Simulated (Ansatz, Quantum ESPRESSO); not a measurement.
# AlCd in the L11 ordering: electron–phonon coupling with Quantum ESPRESSO, part 4 of 5

Each step names its level of theory.

So far, highest frequency, solved or plainly interpolated (cm⁻¹): step 4 (phonons and couplings with ph.x: Fermi–Dirac smearing of …) 265. The relaxed cell has a = 2.916, c = 15.499 Å (conventional setting).

The structure was built from a prototype and need not be the compound's stable phase.

## 6. Phonons and couplings with ph.x: Fermi–Dirac smearing of 0.1 eV (run 2)

Level of this step: DFT PBEsol, scalar-relativistic, plane waves, GBRV ultrasoft pseudopotentials (Quantum ESPRESSO).

ph.x gives each mode's frequency and linewidth; λ of a mode follows from Gaussian double-delta sums over the k mesh, here at four widths.

File ph.in:

```
phonons and couplings
 &inputph
    prefix='x',
    outdir='./tmp',
    tr2_ph=1.0d-15,
    fildyn='x.dyn',
    fildvscf='dvscf',
    ldisp=.true.,
    nq1=2,
    nq2=2,
    nq3=2,
    electron_phonon='simple',
    el_ph_ngauss=0,
    el_ph_sigma=0.00734986,
    el_ph_nsigma=4,
    alpha_mix(1)=0.5,
    amass(1)=26.9815,
    amass(2)=112.414,
 /
```

Command:

```sh
OMP_NUM_THREADS=1 mpirun -n 4 ph.x -nk 4 -in ph.in > ph.x.log
```

Log:

```text
[banner, memory and clock lines left out]
Program PHONON v.7.5

     ./tmp/x.save/

     IMPORTANT: XC functional enforced from input :
     Exchange-correlation= PBESOL
                           (   1   4  10   8   0   0   0)
     Any further DFT definition will be discarded
     Please, verify this is what you really want

     G-vector sticks info

     negative rho (up, down):  2.131E-02 0.000E+00
     Reading collected, re-writing distributed wavefunctions in ./tmp/

     Dynamical matrices for ( 2, 2, 2)  uniform grid of q-points
     (   4 q-points):
       N         xq(1)         xq(2)         xq(3)
       1   0.000000000   0.000000000   0.000000000
       2   0.338007381   0.338007381  -0.979630572
       3   0.676014762  -0.641623191  -0.641623191
       4  -0.303615810  -0.303615810  -0.303615810

     Number and degeneracy of irreps per q-point
       N         xq(1)         xq(2)         xq(3)   N irreps
       1   0.000000000   0.000000000   0.000000000       4
        1   1   2   2
       2   0.338007381   0.338007381  -0.979630572       6
     No degeneracy
       3   0.676014762  -0.641623191  -0.641623191       6
     No degeneracy
       4  -0.303615810  -0.303615810  -0.303615810       4
        1   2   1   2

     Saving dvscf to file. Distribute only q points, not irreducible representations.

     Calculation of q =    0.0000000   0.0000000   0.0000000

     phonons and couplings

     bravais-lattice index     =            0
     lattice parameter (alat)  =      10.2683  a.u.
     unit-cell volume          =     256.7351 (a.u.)^3
     number of atoms/cell      =            2
     number of atomic types    =            2
     kinetic-energy cut-off    =      25.0000  Ry
     charge density cut-off    =     200.0000  Ry
     convergence threshold     =      1.0E-15
     beta                      =       0.5000
     number of iterations used =            4
     Exchange-correlation= PBESOL
                           (   1   4  10   8   0   0   0)

     celldm(1)=   10.26827  celldm(2)=    0.00000  celldm(3)=    0.00000
     celldm(4)=    0.00000  celldm(5)=    0.00000  celldm(6)=    0.00000

     crystal axes: (cart. coord. in units of alat)
               a(1) = (  0.8019  0.4225  0.4225 )
               a(2) = (  0.4225  0.8019  0.4225 )
               a(3) = (  0.4225  0.4225  0.8019 )

     reciprocal axes: (cart. coord. in units 2 pi/alat)
               b(1) = (  1.9593 -0.6760 -0.6760 )
               b(2) = ( -0.6760  1.9593 -0.6760 )
               b(3) = ( -0.6760 -0.6760  1.9593 )

     Atoms inside the unit cell:

     Cartesian axes

     site n.  atom      mass           positions (alat units)
        1  Al     26.9815   tau(    1) = (    0.00000    0.00000    0.00000  )
        2  Cd    112.4140   tau(    2) = (    0.82341    0.82341    0.82341  )

     Computing dynamical matrix for
                    q = (   0.0000000   0.0000000   0.0000000 )

     13 Sym.Ops. (with q -> -q+G )

     G cutoff =  534.1519  (  12253 G-vectors)     FFT grid: ( 48, 48, 48)
     G cutoff =  267.0759  (   4345 G-vectors)  smooth grid: ( 36, 36, 36)

     number of k points=    65  Fermi-Dirac smearing, width (Ry)=  0.0073

     PseudoPot. # 1 for Al read from file:
     ./pseudo/Al.upf
     Pseudo is Ultrasoft + core correction, Zval =  3.0
     Using radial grid of  893 points,  3 beta functions with:
                l(1) =   0
                l(2) =   1
                l(3) =   2
     Q(r) pseudized with  8 coefficients,  rinner =    0.900   0.900   0.900
                                                       0.900   0.900

     PseudoPot. # 2 for Cd read from file:
     ./pseudo/Cd.upf
     Pseudo is Ultrasoft + core correction, Zval = 12.0
     Using radial grid of  889 points,  6 beta functions with:
                l(1) =   0
                l(2) =   0
                l(3) =   1
                l(4) =   1
                l(5) =   2
                l(6) =   2
     Q(r) pseudized with  6 coefficients,  rinner =    1.000   1.000   1.000
                                                       1.000   1.000

     Mode symmetry, D_3d (-3m)  point group:

     Atomic displacements:
     There are    4 irreducible representations

     Representation     1      1 modes -  To be done

     Representation     2      1 modes -  To be done

     Representation     3      2 modes -  To be done

     Representation     4      2 modes -  To be done

     Alpha used in Ewald sum =   2.0000

     negative rho (up, down):  2.131E-02 0.000E+00

     Representation #   1 mode #   1

     Self-consistent Calculation

     Pert. #  1: Fermi energy shift (Ry) =     0.0000E+00     0.0000E+00

      thresh= 1.000E-02 alpha_mix =  0.500 |ddv_scf|^2 =  2.031E-06

     Pert. #  1: Fermi energy shift (Ry) =     0.0000E+00     0.0000E+00

      thresh= 1.425E-04 alpha_mix =  0.500 |ddv_scf|^2 =  7.833E-07

     Pert. #  1: Fermi energy shift (Ry) =     0.0000E+00     0.0000E+00

      thresh= 8.850E-05 alpha_mix =  0.500 |ddv_scf|^2 =  7.424E-09

     Pert. #  1: Fermi energy shift (Ry) =     0.0000E+00     0.0000E+00

      thresh= 8.616E-06 alpha_mix =  0.500 |ddv_scf|^2 =  1.760E-11

     Pert. #  1: Fermi energy shift (Ry) =     0.0000E+00     0.0000E+00

      thresh= 4.196E-07 alpha_mix =  0.500 |ddv_scf|^2 =  1.710E-12

     Pert. #  1: Fermi energy shift (Ry) =     0.0000E+00     0.0000E+00

      thresh= 1.308E-07 alpha_mix =  0.500 |ddv_scf|^2 =  4.434E-14

     Pert. #  1: Fermi energy shift (Ry) =     0.0000E+00     0.0000E+00

      thresh= 2.106E-08 alpha_mix =  0.500 |ddv_scf|^2 =  9.948E-16

     End of self-consistent calculation

     Convergence has been achieved

     Representation #   2 mode #   2

     Self-consistent Calculation

     Pert. #  1: Fermi energy shift (Ry) =     0.0000E+00     0.0000E+00

      thresh= 1.000E-02 alpha_mix =  0.500 |ddv_scf|^2 =  1.068E-04

     Pert. #  1: Fermi energy shift (Ry) =     0.0000E+00     0.0000E+00

      thresh= 1.033E-03 alpha_mix =  0.500 |ddv_scf|^2 =  4.706E-05

     Pert. #  1: Fermi energy shift (Ry) =     0.0000E+00     0.0000E+00

      thresh= 6.860E-04 alpha_mix =  0.500 |ddv_scf|^2 =  4.671E-08

     Pert. #  1: Fermi energy shift (Ry) =     0.0000E+00     0.0000E+00

      thresh= 2.161E-05 alpha_mix =  0.500 |ddv_scf|^2 =  5.827E-10

     Pert. #  1: Fermi energy shift (Ry) =     0.0000E+00     0.0000E+00

      thresh= 2.414E-06 alpha_mix =  0.500 |ddv_scf|^2 =  2.975E-11

     Pert. #  1: Fermi energy shift (Ry) =     0.0000E+00     0.0000E+00

      thresh= 5.454E-07 alpha_mix =  0.500 |ddv_scf|^2 =  1.361E-12

     Pert. #  1: Fermi energy shift (Ry) =     0.0000E+00     0.0000E+00

[...]
PseudoPot. # 2 for Cd read from file:
     ./pseudo/Cd.upf
     Pseudo is Ultrasoft + core correction, Zval = 12.0
     Using radial grid of  889 points,  6 beta functions with:
[...]
Q(r) pseudized with  6 coefficients,  rinner =    1.000   1.000   1.000
                                                       1.000   1.000

     atomic species   valence    mass     pseudopotential
     Al                3.00    26.98150     Al( 1.00)
     Cd               12.00   112.41400     Cd( 1.00)

     12 Sym. Ops., with inversion, found

   Cartesian axes

     site n.     atom                  positions (alat units)
         1        Al     tau(   1) = (   0.0000000   0.0000000   0.0000000  )
         2        Cd     tau(   2) = (   0.8234090   0.8234090   0.8234090  )

     number of k points=   130  Fermi-Dirac smearing, width (Ry)=  0.0073

     Number of k-points >= 100: set verbosity='high' to print them.

     Dense  grid:    12253 G-vectors     FFT dimensions: (  48,  48,  48)

     Smooth grid:     4345 G-vectors     FFT dimensions: (  36,  36,  36)

     The potential is recalculated from file :
     ./tmp/_ph0/x.q_4/x.save/charge-density

     negative rho (up, down):  2.131E-02 0.000E+00
     Starting wfcs are   13 atomic +    4 random wfcs

     Band Structure Calculation
     Davidson diagonalization with overlap

     ethr =  6.67E-11,  avg # of iterations = 21.9

     End of band structure calculation

     Number of k-points >= 100: set verbosity='high' to print the bands.

     the Fermi energy is    10.2088 ev

     Writing config to output data dir ./tmp/_ph0/x.q_4/x.save/ :
     XML data file

     phonons and couplings

     bravais-lattice index     =            0
     lattice parameter (alat)  =      10.2683  a.u.
     unit-cell volume          =     256.7351 (a.u.)^3
     number of atoms/cell      =            2
     number of atomic types    =            2
     kinetic-energy cut-off    =      25.0000  Ry
     charge density cut-off    =     200.0000  Ry
     convergence threshold     =      1.0E-15
     beta                      =       0.5000
     number of iterations used =            4
     Exchange-correlation= PBESOL
                           (   1   4  10   8   0   0   0)

     celldm(1)=   10.26827  celldm(2)=    0.00000  celldm(3)=    0.00000
     celldm(4)=    0.00000  celldm(5)=    0.00000  celldm(6)=    0.00000

     crystal axes: (cart. coord. in units of alat)
               a(1) = (  0.8019  0.4225  0.4225 )
               a(2) = (  0.4225  0.8019  0.4225 )
               a(3) = (  0.4225  0.4225  0.8019 )

     reciprocal axes: (cart. coord. in units 2 pi/alat)
               b(1) = (  1.9593 -0.6760 -0.6760 )
               b(2) = ( -0.6760  1.9593 -0.6760 )
               b(3) = ( -0.6760 -0.6760  1.9593 )

     Atoms inside the unit cell:

     Cartesian axes

     site n.  atom      mass           positions (alat units)
        1  Al     26.9815   tau(    1) = (    0.00000    0.00000    0.00000  )
        2  Cd    112.4140   tau(    2) = (    0.82341    0.82341    0.82341  )

     Computing dynamical matrix for
                    q = (  -0.3036158  -0.3036158  -0.3036158 )

     13 Sym.Ops. (with q -> -q+G )

     G cutoff =  534.1519  (  12253 G-vectors)     FFT grid: ( 48, 48, 48)
     G cutoff =  267.0759  (   4345 G-vectors)  smooth grid: ( 36, 36, 36)

     number of k points=   130  Fermi-Dirac smearing, width (Ry)=  0.0073

     PseudoPot. # 1 for Al read from file:
     ./pseudo/Al.upf
     Pseudo is Ultrasoft + core correction, Zval =  3.0
     Using radial grid of  893 points,  3 beta functions with:
[...]
l(2) =   1
                l(3) =   2
     Q(r) pseudized with  8 coefficients,  rinner =    0.900   0.900   0.900
                                                       0.900   0.900

     PseudoPot. # 2 for Cd read from file:
     ./pseudo/Cd.upf
     Pseudo is Ultrasoft + core correction, Zval = 12.0
     Using radial grid of  889 points,  6 beta functions with:
                l(1) =   0
                l(2) =   0
                l(3) =   1
                l(4) =   1
                l(5) =   2
                l(6) =   2
     Q(r) pseudized with  6 coefficients,  rinner =    1.000   1.000   1.000
                                                       1.000   1.000

     Mode symmetry, D_3d (-3m)  point group:

     Atomic displacements:
     There are    4 irreducible representations

     Representation     1      1 modes -  To be done

     Representation     2      2 modes -  To be done

     Representation     3      1 modes -  To be done

     Representation     4      2 modes -  To be done

     Alpha used in Ewald sum =   2.0000

     negative rho (up, down):  2.131E-02 0.000E+00

     Representation #   1 mode #   1

     Self-consistent Calculation

[...]
End of self-consistent calculation

     Convergence has been achieved

     Representation #   2 modes #   2   3

     Self-consistent Calculation

[...]
End of self-consistent calculation

     Convergence has been achieved

     Representation #   3 mode #   4

     Self-consistent Calculation

[...]
thresh= 7.552E-08 alpha_mix =  0.500 |ddv_scf|^2 =  3.984E-15

      thresh= 6.312E-09 alpha_mix =  0.500 |ddv_scf|^2 =  3.671E-16

     End of self-consistent calculation

     Convergence has been achieved

     Representation #   4 modes #   5   6

     Self-consistent Calculation

      thresh= 1.000E-02 alpha_mix =  0.500 |ddv_scf|^2 =  1.750E-08

      thresh= 1.323E-05 alpha_mix =  0.500 |ddv_scf|^2 =  3.778E-09

      thresh= 6.146E-06 alpha_mix =  0.500 |ddv_scf|^2 =  1.472E-11

      thresh= 3.837E-07 alpha_mix =  0.500 |ddv_scf|^2 =  1.233E-13

      thresh= 3.511E-08 alpha_mix =  0.500 |ddv_scf|^2 =  1.155E-14

      thresh= 1.075E-08 alpha_mix =  0.500 |ddv_scf|^2 =  1.022E-16

     End of self-consistent calculation

     Convergence has been achieved

     Number of q in the star =    1
     List of q in the star:
          1  -0.303615810  -0.303615810  -0.303615810

     Diagonalizing the dynamical matrix

     q = (   -0.303615810  -0.303615810  -0.303615810 )

 **************************************************************************
     freq (    1) =       1.160922 [THz] =      38.724197 [cm-1]
     freq (    2) =       1.160922 [THz] =      38.724197 [cm-1]
     freq (    3) =       1.699110 [THz] =      56.676193 [cm-1]
     freq (    4) =       1.699110 [THz] =      56.676193 [cm-1]
     freq (    5) =       2.498252 [THz] =      83.332726 [cm-1]
     freq (    6) =       5.557247 [THz] =     185.369810 [cm-1]
 **************************************************************************

     Mode symmetry, D_3d (-3m)  point group:

     freq (   1-   2) =         38.7  [cm-1]   --> E_g  L_3
     freq (   3-   4) =         56.7  [cm-1]   --> E_u  L_3'
     freq (   5-   5) =         83.3  [cm-1]   --> A_1g L_1
     freq (   6-   6) =        185.4  [cm-1]   --> A_2u L_2'

     Gaussian Broadening:   0.007 Ry, ngauss=   0
     DOS =  2.073809 states/spin/Ry/Unit Cell at Ef= 10.226361 eV
     double delta at Ef =  2.203368
[...]
Gaussian Broadening:   0.015 Ry, ngauss=   0
     DOS =  3.715557 states/spin/Ry/Unit Cell at Ef= 10.217662 eV
     double delta at Ef = 28.343454
[...]
Gaussian Broadening:   0.022 Ry, ngauss=   0
     DOS =  4.566814 states/spin/Ry/Unit Cell at Ef= 10.202423 eV
     double delta at Ef = 55.478558
[...]
lambda(    5)=  0.1915   gamma=    5.21 GHz
     lambda(    6)=  0.0128   gamma=    1.72 GHz

     Gaussian Broadening:   0.029 Ry, ngauss=   0
     DOS =  4.978479 states/spin/Ry/Unit Cell at Ef= 10.185950 eV
     double delta at Ef = 73.308074
     lambda(    1)=  0.0526   gamma=    0.34 GHz
     lambda(    2)=  0.0526   gamma=    0.34 GHz
     lambda(    3)=  0.1604   gamma=    2.20 GHz
     lambda(    4)=  0.1604   gamma=    2.20 GHz
     lambda(    5)=  0.2092   gamma=    6.21 GHz
     lambda(    6)=  0.0270   gamma=    3.96 GHz
```

Elapsed: 9.5 min, on 4 MPI ranks of Arm Neoverse V1, shared host; 38 min of CPU time.

Numbers from this step:

| Property | Result |
| --- | --- |
| omega log against width | 14.29, 10.79, 8.22, 7.859 meV, at widths 0.1 to 0.4 eV |

As ph.x prints them, no sum rule imposed; at the zone centre the sum is no linewidth. Double-delta sums:

| q1 | q2 | q3 | star | mode | omega (meV) | lambda_q, sigma 0.1 eV | lambda_q, sigma 0.2 eV | lambda_q, sigma 0.3 eV | lambda_q, sigma 0.4 eV | half width at sigma 0.2 (meV) |
| --- | --- | --- | --- | --- | --- | --- | --- | --- | --- | --- |
| 0 | 0 | 0 | 1 | 1 | -0.5283 | 0 | 0 | 0 | 0 | 4.14e-5 |
| 0 | 0 | 0 | 1 | 2 | 0.2121 | 0 | 0 | 0 | 0 | 0 |
| 0 | 0 | 0 | 1 | 3 | 0.2121 | 0 | 0 | 0 | 0 | 0 |
| 0 | 0 | 0 | 1 | 4 | 7.814 | 9.00e-4 | 0.0176 | 0.0202 | 0.0191 | 9.10e-4 |
| 0 | 0 | 0 | 1 | 5 | 7.814 | 9.00e-4 | 0.0176 | 0.0202 | 0.0191 | 9.10e-4 |
| 0 | 0 | 0 | 1 | 6 | 25.95 | 0 | 0.0013 | 0.0033 | 0.005 | 7.44e-4 |
| 0 | 0 | -0.5 | 3 | 1 | 7.975 | 0.0272 | 0.0346 | 0.0483 | 0.0575 | 0.001902 |
| 0 | 0 | -0.5 | 3 | 2 | 10.63 | 0.0647 | 0.0591 | 0.0342 | 0.0243 | 0.005749 |
| 0 | 0 | -0.5 | 3 | 3 | 17.08 | 0.0483 | 0.0566 | 0.0711 | 0.0888 | 0.01419 |
| 0 | 0 | -0.5 | 3 | 4 | 17.1 | 0.0072 | 0.0395 | 0.1126 | 0.1455 | 0.009926 |
| 0 | 0 | -0.5 | 3 | 5 | 20.87 | 0.0099 | 0.0326 | 0.0302 | 0.0271 | 0.01216 |
| 0 | 0 | -0.5 | 3 | 6 | 32.57 | 0.0053 | 0.0253 | 0.0655 | 0.0848 | 0.02308 |
| 0 | -0.5 | -0.5 | 3 | 1 | 3.278 | 1.00e-4 | 0.1268 | 0.4625 | 0.6325 | 0.001158 |
| 0 | -0.5 | -0.5 | 3 | 2 | 10.28 | 0.034 | 0.0143 | 0.0116 | 0.0156 | 0.001282 |
| 0 | -0.5 | -0.5 | 3 | 3 | 16.07 | 6.00e-4 | 0.0142 | 0.0321 | 0.0457 | 0.003143 |
| 0 | -0.5 | -0.5 | 3 | 4 | 17.65 | 0.1688 | 0.0603 | 0.0397 | 0.0478 | 0.01613 |
| 0 | -0.5 | -0.5 | 3 | 5 | 22.56 | 0.0015 | 0.0324 | 0.0514 | 0.0573 | 0.01414 |
| 0 | -0.5 | -0.5 | 3 | 6 | 32.79 | 0.003 | 0.048 | 0.0514 | 0.0562 | 0.04425 |
| -0.5 | -0.5 | -0.5 | 1 | 1 | 4.801 | 0.0078 | 0.0376 | 0.0461 | 0.0526 | 7.44e-4 |
| -0.5 | -0.5 | -0.5 | 1 | 2 | 4.801 | 0.0078 | 0.0376 | 0.0461 | 0.0526 | 7.44e-4 |
| -0.5 | -0.5 | -0.5 | 1 | 3 | 7.027 | 3.00e-4 | 0.073 | 0.1422 | 0.1604 | 0.003102 |
| -0.5 | -0.5 | -0.5 | 1 | 4 | 7.027 | 3.00e-4 | 0.073 | 0.1422 | 0.1604 | 0.003102 |
| -0.5 | -0.5 | -0.5 | 1 | 5 | 10.33 | 0.0437 | 0.1779 | 0.1915 | 0.2092 | 0.01629 |
| -0.5 | -0.5 | -0.5 | 1 | 6 | 22.98 | 0 | 0.0036 | 0.0128 | 0.027 | 0.001613 |

(Part 4 of 5 ends here.)

[Logs are printed without paths, hosts, clocks, repeated set-up lines and the standing remarks that a program may print on its own settings, such as how far it seeks lower states.]

[Hosts, paths, dates, database ids (printed as entryN), source tags and the programs' standing remarks are cut or masked in the printed files.]
